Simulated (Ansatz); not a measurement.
# What CdH2Se2 (built on the sites of a database entry of CdH2O2) distorts into, part 3 of 3

Wanted: the energy along a soft mode of CdH2Se2 (built on the sites of a database entry of CdH2O2) and the structure at the end.

Ansatz 0.2.0; DFT PBEsol, scalar-relativistic, plane waves, PAW.

So far. Step 4 (The mode frozen in, largest atomic shift 0.14 Å): The run ends at a pressure of -0.10 GPa, with forces up to 0.11 eV/Å. Step 5 (Energy along the mode, all amplitudes (two of the runs …): The lowest of the steps tried is at 0.14 Å, 0.12 meV/atom below the parent; the bottom of the well need not coincide with a step.

The structure was built from a prototype and need not be the compound's stable phase.

### Step 6. Relaxing from the distorted cell (continued)

Relaxation path (22 of 50):

| step | energy less that of the first step (eV) | largest force component (eV/Å) | pressure (GPa) | volume (Å³) |
| --- | --- | --- | --- | --- |
| 1 | 0.0000 | 0.0976 | -0.10 | 286.49 |
| 3 | -0.0060 | 0.0356 | 0.08 | 285.75 |
| 6 | -0.0499 | 0.1236 | 0.13 | 284.96 |
| 8 | -0.0993 | 0.1866 | -0.29 | 280.95 |
| 10 | -0.1970 | 0.1608 | -0.12 | 279.07 |
| 13 | -0.2523 | 0.4941 | 0.54 | 291.06 |
| 15 | -0.4118 | 0.1463 | 0.16 | 292.09 |
| 17 | -0.4478 | 0.0719 | -0.14 | 298.25 |
| 20 | -0.4715 | 0.0616 | -0.05 | 294.99 |
| 22 | -0.4774 | 0.0397 | 0.01 | 294.89 |
| 24 | -0.4786 | 0.0090 | -0.01 | 294.73 |
| 27 | -0.4801 | 0.0154 | 0.00 | 293.24 |
| 29 | -0.4806 | 0.0095 | 0.00 | 292.81 |
| 31 | -0.4807 | 0.0040 | 0.00 | 292.72 |
| 34 | -0.4932 | 0.0046 | 0.03 | 293.09 |
| 36 | -0.4941 | 0.0436 | 0.01 | 294.29 |
| 38 | -0.4952 | 0.0245 | -0.03 | 295.07 |
| 41 | -0.4956 | 0.0057 | -0.01 | 295.21 |
| 43 | -0.4958 | 0.0074 | 0.00 | 295.00 |
| 45 | -0.4959 | 0.0020 | 0.00 | 294.81 |
| 48 | -0.4959 | 0.0047 | 0.00 | 294.75 |
| 50* | -0.4968 | 0.0007 | 0.00 | 294.77 |

Relaxation steps marked * repeat the geometry before them on a plane-wave basis chosen anew for their cell, so energy and pressure can jump there. Other such steps can lie between the rows shown. Relaxation steps 13, 35, 46, 48 were tried and not accepted.

Forces are held to the 2 operations that the run works with; a distortion that breaks them can't arise in this run.

```csv
cell as run,before,after,change
a (Å),4.323,4.160,-3.8 %
b (Å),5.900,6.457,+9.4 %
c (Å),11.438,11.383,-0.5 %
α (°),90.00,91.57,+1.7 %
β (°),100.89,98.99,-1.9 %
γ (°),90.00,102.04,+13.4 %
volume (Å³/atom),19.10,19.65,+2.9 %
```

The atoms that moved most (Å, as changes of fractional coordinates times the final cell):

| atom | dx | dy | dz | length |
| --- | --- | --- | --- | --- |
| H8 | -1.252 | -0.379 | -0.971 | 1.628 |
| H4 | 1.252 | 0.379 | 0.971 | 1.628 |
| Cd3 | 0.564 | -0.106 | -0.872 | 1.044 |
| Cd1 | -0.564 | 0.106 | 0.872 | 1.044 |
| H5 | -0.789 | -0.571 | 0.152 | 0.985 |
| H7 | 0.789 | 0.571 | -0.152 | 0.985 |
| H9 | -0.044 | 0.820 | -0.036 | 0.822 |
| H6 | 0.044 | -0.820 | 0.036 | 0.822 |

The relaxed structure:

```
Cd H Se
1.0
    -4.13334   -0.04903    0.46339
     0.63240    0.20147   -6.42254
     1.93930  -11.21602    0.15185
Cd H Se
3 6 6
Cartesian
  -0.0188 -7.1859 -5.2946
  -1.4767 -3.5699 -6.0630
  -0.9953 -11.1699 -6.6795
  -0.4684 -5.7942 -1.6163
  -0.6537 -2.9756 -2.7662
  0.2415 -10.7167 -2.6429
  1.2012 -4.3166 -3.4007
  -3.1175 -1.5471 -4.0871
  -1.8880 -7.8406 -2.9086
  -1.7473 -6.2622 -1.0203
  -0.2176 -2.6484 -1.3770
  0.3308 -9.9699 -1.3351
  0.7651 -4.6438 -4.7898
  -1.8386 -1.0791 -4.6832
  -1.9774 -8.5873 -4.2165
```

Numbers from this step:

- pressure: -7.32e-4 GPa
- gap on the k-mesh: 1.437 eV
- volume per atom: 19.65 Å³

The distorted start has space group P-1; the relaxation ends in P-1.

### Step 7. The phases reached

The phases reached along the modes that were followed are set side by side.

Energies are those of the first relaxation, on the mesh of the frozen mode; space group, volume and gap are those of the last relaxation. Phases, by row:

```
                  mode frozen in  space group  energy from parent (meV/atom)  volume (Å³/atom)  gap on mesh (eV)  lowest zone-centre optical mode (cm⁻¹)  largest shift (Å)
                          parent        P-3m1                              0              19.1             0.922                                       –                  –
q = (0.333, 0.333, 0), 129i cm⁻¹          P-3                          -4.51             18.75             1.077                                       –               0.57
    q = (0, 0.333, 0), 114i cm⁻¹          P-1                         -33.24             19.65             1.437                                       –              1.715
```

### Step 8. Summary of results

```yaml
unstable_mode_of_the_parent: q = (0, 0.333, 0), 114i cm⁻¹
depth_at_the_lowest_point_sampled: 0.12 meV/atom
largest_atomic_shift_at_that_point: 0.14 Å
space_group_reached_within_0p01_a: P-1
energy_gained_over_the_parent_first_relaxation_on_the_mesh_of_the_frozen_mode: 33.2 meV/atom
volume_per_atom_phase_reached: 19.7 Å³
gap_on_the_k_mesh_phase_reached: 1.44 eV
```

**Reading.** Along this mode the structure falls into P-1, 33.2 meV/atom below the parent. At the parent's cell the well is 0.12 meV/atom deep on the steps tried, with its lowest point at a shift of 0.14 Å. Relaxing atoms and cell changes the gain by +33.12 meV/atom against the lowest step (energies at zero smearing). Most of the total comes from this relaxation. The modes of the phase reached were not computed on this path. How so shallow a well moves with the k mesh was not tested. Of the 2 patterns followed to their end from this parent, this one reaches the lowest energy. Each path keeps the symmetry of its pattern, so a lower phase may lie along a pattern not tried. The program warns that the interpolation holds no quadrupole term, so branches close to Γ can be off in this crystal. The starting cell was built on a prototype and not taken from a measurement, so the phase need not exist.

[Logs are printed without paths, hosts, clocks, repeated set-up lines and the standing remarks that a program may print on its own settings, such as how far it seeks lower states.]

[Hosts, paths, dates, database ids (printed as entryN), source tags and the programs' standing remarks are cut or masked in the printed files.]
